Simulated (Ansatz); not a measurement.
## The perfect C wire along [111], 74 atoms a period, H-terminated

Wanted: the relaxed geometry and the bands of the C wire along [111], 74 atoms a period, H-terminated.

Method: DFT PBE, plane waves, PAW; relaxation of a wire's period; PAW set soft_1, in the first sound run; inputs show where later runs differ, in Ansatz 0.2.0.

Report form: the programs' logs are mostly left out.

## Step 1: The starting structure

The cell holds 116 atoms: 74 C and 42 H. Its edges and angles: a = 16.202 Å, b = 17.657 Å, c = 6.183 Å, α = 90.0°, β = 90.0°, γ = 90.0°. Vacuum lies along a and b. The structure's axis is c.

## Step 2: Relaxation of atoms and period

Band widths follow the bond lengths, so the wire is relaxed first. The atoms and the third cell vector are free; the box across stays fixed as vacuum. A Fermi-Dirac smearing is set since the result may be a metal. The pressure printed is a third of the stress's trace over the whole box, vacuum included; only the stress along the axis is relaxed.

Input file input.yaml:

```yaml
crystal:
  lattice:
    - [16.202, 0.0, 0.0]
    - [0.0, 17.657, 0.0]
    - [0.0, 0.0, 6.183421383]
  atoms:
    - { symbol: C, position: [0.266292814, 0.376174646, 0.0] }
    - { symbol: C, position: [0.422098962, 0.376174646, 0.0] }
    - { symbol: C, position: [0.500002036, 0.25236145, 0.0] }
    - { symbol: C, position: [0.500002036, 0.499987842, 0.0] }
    - { symbol: C, position: [0.57790511, 0.376174646, 0.0] }
    - { symbol: C, position: [0.655808184, 0.499987842, 0.0] }
    - { symbol: C, position: [0.733711258, 0.376174646, 0.0] }
    - { symbol: C, position: [0.266292814, 0.376174646, 0.25] }
    - { symbol: C, position: [0.266292814, 0.623801037, 0.25] }
    - { symbol: C, position: [0.344195888, 0.499987842, 0.25] }
    - { symbol: C, position: [0.422098962, 0.376174646, 0.25] }
    - { symbol: C, position: [0.422098962, 0.623801037, 0.25] }
    - { symbol: C, position: [0.500002036, 0.25236145, 0.25] }
    - { symbol: C, position: [0.500002036, 0.747614233, 0.25] }
    - { symbol: C, position: [0.500002036, 0.499987842, 0.25] }
    - { symbol: C, position: [0.57790511, 0.376174646, 0.25] }
    - { symbol: C, position: [0.57790511, 0.623801037, 0.25] }
    - { symbol: C, position: [0.655808184, 0.499987842, 0.25] }
    - { symbol: C, position: [0.733711258, 0.376174646, 0.25] }
    - { symbol: C, position: [0.733711258, 0.623801037, 0.25] }
    - { symbol: H, position: [0.209850636, 0.488618405, 0.272956835] }
    - { symbol: H, position: [0.344195888, 0.275100323, 0.272956835] }
    - { symbol: H, position: [0.365656784, 0.736244797, 0.272956835] }
    - { symbol: H, position: [0.634347288, 0.736244797, 0.272956835] }
    - { symbol: H, position: [0.655808184, 0.275100323, 0.272956835] }
    - { symbol: H, position: [0.790153436, 0.488618405, 0.272956835] }
    - { symbol: H, position: [0.209850636, 0.346273017, 0.310376499] }
    - { symbol: H, position: [0.209850636, 0.593899408, 0.310376499] }
    - { symbol: H, position: [0.266292814, 0.683604295, 0.310376499] }
    - { symbol: H, position: [0.443559858, 0.222459821, 0.310376499] }
[... 80 atom lines left out ...]
    - { symbol: C, position: [0.266292814, 0.623801037, 0.0] }
    - { symbol: C, position: [0.344195888, 0.499987842, 0.0] }
    - { symbol: C, position: [0.422098962, 0.623801037, 0.0] }
    - { symbol: C, position: [0.500002036, 0.747614233, 0.0] }
    - { symbol: C, position: [0.57790511, 0.623801037, 0.0] }
    - { symbol: C, position: [0.733711258, 0.623801037, 0.0] }
kpoints:
  mp_grid: { grid: [1, 1, 13] }
scf:
  occupations: { method: fermi_dirac, width: 0.05 }
hamiltonian:
  xc: pbe
  pseudopotentials: { kind: paw, azcp: { folder: soft_1 } }
relax:
  cell: { fix: [a, b, alpha, beta, gamma] }
  max_steps: 45
  f_tol: 0.03
```

Command:

```bash
> ansatz run input.yaml --threads 16 --pin off --max-ram 61440MiB --backend cuda --events-out ev --progress --plain --runs-dir out --max-vram 78GiB
```

The job ended after 13 s (1 × NVIDIA GB200 with 16 threads of Arm Neoverse V2, shared host; peak memory 1.4 GiB).

Relaxation path:

```csv
step,energy less that of the first step (eV),largest force component (eV/Å),pressure (GPa),volume (Å³)
1,0.0000,0.8492,-0.19,1768.95
2,-1.0958,0.4499,-0.31,1799.68
3,-1.2423,0.1405,-0.13,1790.15
4,-1.2504,0.0666,-0.04,1789.84
5,-1.2514,0.0059,-0.01,1790.05
6,-1.2782,0.0065,0.02,1790.05
```

Forces are held to the 4 operations that the run works with; a distortion that breaks them can't arise in this run.

```csv
cell as run,before,after,change
c (Å),6.183,6.257,+1.2 %
```

The atoms that moved most (Å, along periodic axes as changes of fractional coordinates times the final cell, across vacuum about the mean position):

```csv
atom,dx,dy,dz,length
H28,-0.024,0.062,-0.087,0.109
H35,0.024,0.062,-0.087,0.109
H96,-0.024,-0.062,0.087,0.109
H103,0.024,-0.062,0.087,0.109
H99,0.042,0.052,0.087,0.109
H101,-0.042,0.052,0.087,0.109
H30,0.042,-0.052,-0.087,0.109
H32,-0.042,-0.052,-0.087,0.109
```

Numbers from this step:

```
cell length along the wire : 6.257 Å
```

The cell's length comes to 6.257 Å with spin left out.

## Step 3: Bands of the perfect wire

This step: DFT PBE, plane waves, PAW; bands of a perfect wire; PAW set soft_1 (Ansatz 0.2.0).

At the relaxed period the bands are computed along the axis; those that cross an energy going forward count the channels that a perfect wire would open there.

Input file input.yaml:

```yaml
crystal:
  lattice:
    - [16.202, 0.0, 0.0]
    - [0.0, 17.657, 0.0]
    - [0.0, 0.0, 6.2571771106]
  atoms:
    - { symbol: C, position: [0.265446838, 0.375727081, 0.009886379] }
    - { symbol: C, position: [0.421293316, 0.375332855, 0.000297997] }
    - { symbol: C, position: [0.5, 0.25277543, 0.996147047] }
    - { symbol: C, position: [0.5, 0.499988081, 0.999807149] }
    - { symbol: C, position: [0.578706684, 0.375332855, 0.000297997] }
    - { symbol: C, position: [0.65700312, 0.499770306, 0.000298695] }
    - { symbol: C, position: [0.734553162, 0.375727081, 0.009886379] }
    - { symbol: C, position: [0.266681218, 0.376381353, 0.253850994] }
    - { symbol: C, position: [0.265446838, 0.624248602, 0.240113621] }
    - { symbol: C, position: [0.34299688, 0.500205377, 0.249701305] }
    - { symbol: C, position: [0.421703936, 0.375115118, 0.249700002] }
    - { symbol: C, position: [0.421293316, 0.624642828, 0.249702003] }
    - { symbol: C, position: [0.5, 0.251467599, 0.240111434] }
    - { symbol: C, position: [0.5, 0.747200253, 0.253852953] }
    - { symbol: C, position: [0.5, 0.499987602, 0.250192851] }
    - { symbol: C, position: [0.578296064, 0.375115118, 0.249700002] }
    - { symbol: C, position: [0.578706684, 0.624642828, 0.249702003] }
    - { symbol: C, position: [0.65700312, 0.500205377, 0.249701305] }
    - { symbol: C, position: [0.733318782, 0.376381353, 0.253850994] }
    - { symbol: C, position: [0.734553162, 0.624248602, 0.240113621] }
    - { symbol: H, position: [0.209803964, 0.485239616, 0.28307085] }
    - { symbol: H, position: [0.340983449, 0.276754972, 0.2830673] }
    - { symbol: H, position: [0.368821282, 0.737968679, 0.283071141] }
    - { symbol: H, position: [0.631178718, 0.737968679, 0.283071141] }
    - { symbol: H, position: [0.659016551, 0.276754972, 0.2830673] }
    - { symbol: H, position: [0.790196036, 0.485239616, 0.28307085] }
    - { symbol: H, position: [0.211190425, 0.34698462, 0.314669505] }
    - { symbol: H, position: [0.20838659, 0.597428024, 0.296510918] }
    - { symbol: H, position: [0.262231397, 0.683002331, 0.296511059] }
    - { symbol: H, position: [0.446156419, 0.219534963, 0.296508484] }
[... 80 atom lines left out ...]
    - { symbol: C, position: [0.266681218, 0.62359433, 0.996149006] }
    - { symbol: C, position: [0.34299688, 0.499770306, 0.000298695] }
    - { symbol: C, position: [0.421703936, 0.624860565, 0.000299998] }
    - { symbol: C, position: [0.5, 0.748508084, 0.009888566] }
    - { symbol: C, position: [0.578296064, 0.624860565, 0.000299998] }
    - { symbol: C, position: [0.733318782, 0.62359433, 0.996149006] }
kpoints:
  mp_grid: { grid: [1, 1, 13] }
  band_path: { path: ["Γ", Z], npoints: 90 }
scf:
  occupations: { method: fermi_dirac, width: 0.05 }
hamiltonian:
  xc: pbe
  pseudopotentials: { kind: paw, azcp: { folder: soft_1 } }
output:
  dos: { e_range: [-5, 4] }
  write_potential: true
  write_density: true
  volumetric_format: npy
```

Elapsed: 39 s, on 1 × NVIDIA GB200 with 16 threads; peak memory 2.1 GiB.

This step gave:

```yaml
band_gap: 2.869 eV
```

The electronic bands at the labelled points (eV, zero at the Fermi level; v1 is the highest filled band, c1 the lowest empty one):

```csv
point,v4,v3,v2,v1,c1,c2,c3,c4
Γ,-1.96,-1.86,-1.86,-1.42,1.45,1.74,1.87,2.00
halfway,-2.54,-2.22,-1.91,-1.91,1.64,1.95,2.08,2.20
Z,-2.26,-2.26,-2.25,-2.25,2.21,2.32,2.55,2.55
```

The gap is 2.87 eV, with spin left out.

On this path the gap is direct, 2.87 eV, with the valence top at Γ and the conduction bottom at Γ.

## Step 4: Levels at the same atoms, cutoff 500 eV, k-mesh 1×1×10

This step: DFT r2SCAN, plane waves, PAW; bands of a perfect wire at the PBE geometry; PAW set soft_1 (Ansatz 0.2.0).

The atoms stay at the PBE geometry and the functional changes. r2SCAN also reads the kinetic-energy density; it often gives larger moments and wider gaps than PBE, at a higher cost. Against the first PBE run of this kind, the cutoff is 500 eV against 420 and the mesh along the wire has 10 points against 13.

input.yaml: that of step 3 with these lines changed.

```diff
@@ -44,3 +44,3 @@
 kpoints:
-  mp_grid: { grid: [1, 1, 13] }
+  mp_grid: { grid: [1, 1, 10] }
   band_path: { path: ["Γ", Z], npoints: 90 }
@@ -49,8 +49,3 @@
 hamiltonian:
-  xc: pbe
+  xc: r2scan
   pseudopotentials: { kind: paw, azcp: { folder: soft_1 } }
-output:
-  dos: { e_range: [-5, 4] }
-  write_potential: true
-  write_density: true
-  volumetric_format: npy
```

It took 42 s on 1 × NVIDIA GB200 with 16 threads; peak memory 3.8 GiB; 6.7 min of CPU time.

Numbers from this step:

| Quantity | Value |
| --- | --- |
| band gap | 3.395 eV |

The electronic bands at the labelled points (eV, zero at the Fermi level; v1 is the highest filled band, c1 the lowest empty one):

```csv
point,v4,v3,v2,v1,c1,c2,c3,c4
Γ,-2.27,-2.16,-2.16,-1.68,1.72,2.01,2.16,2.26
halfway,-2.88,-2.55,-2.22,-2.22,1.90,2.22,2.37,2.47
Z,-2.59,-2.59,-2.58,-2.58,2.48,2.59,2.82,2.83
```

The gap is 3.39 eV, against 2.87 eV under PBE at the relaxed period.

## Step 5: Results

```json
{"cell length, PBE": "6.257 Å", "gap, PBE": "2.87 eV", "gap, r2SCAN": "3.39 eV"}
```

In words: Under PBE the cell's length is 6.26 Å, and a gap of 2.87 eV makes it a semiconductor. At the relaxed period the wire is gapped under every functional, from 2.87 eV (PBE) to 3.39 eV (r2SCAN). Weak screening in one dimension makes quasiparticle gaps larger than the semilocal gaps, as a rule.

[Logs are printed without paths, hosts, clocks, repeated set-up lines and the standing remarks that a program may print on its own settings, such as how far it seeks lower states.]

[Hosts, paths, dates, database ids (printed as entryN), source tags and the programs' standing remarks are cut or masked in the printed files.]
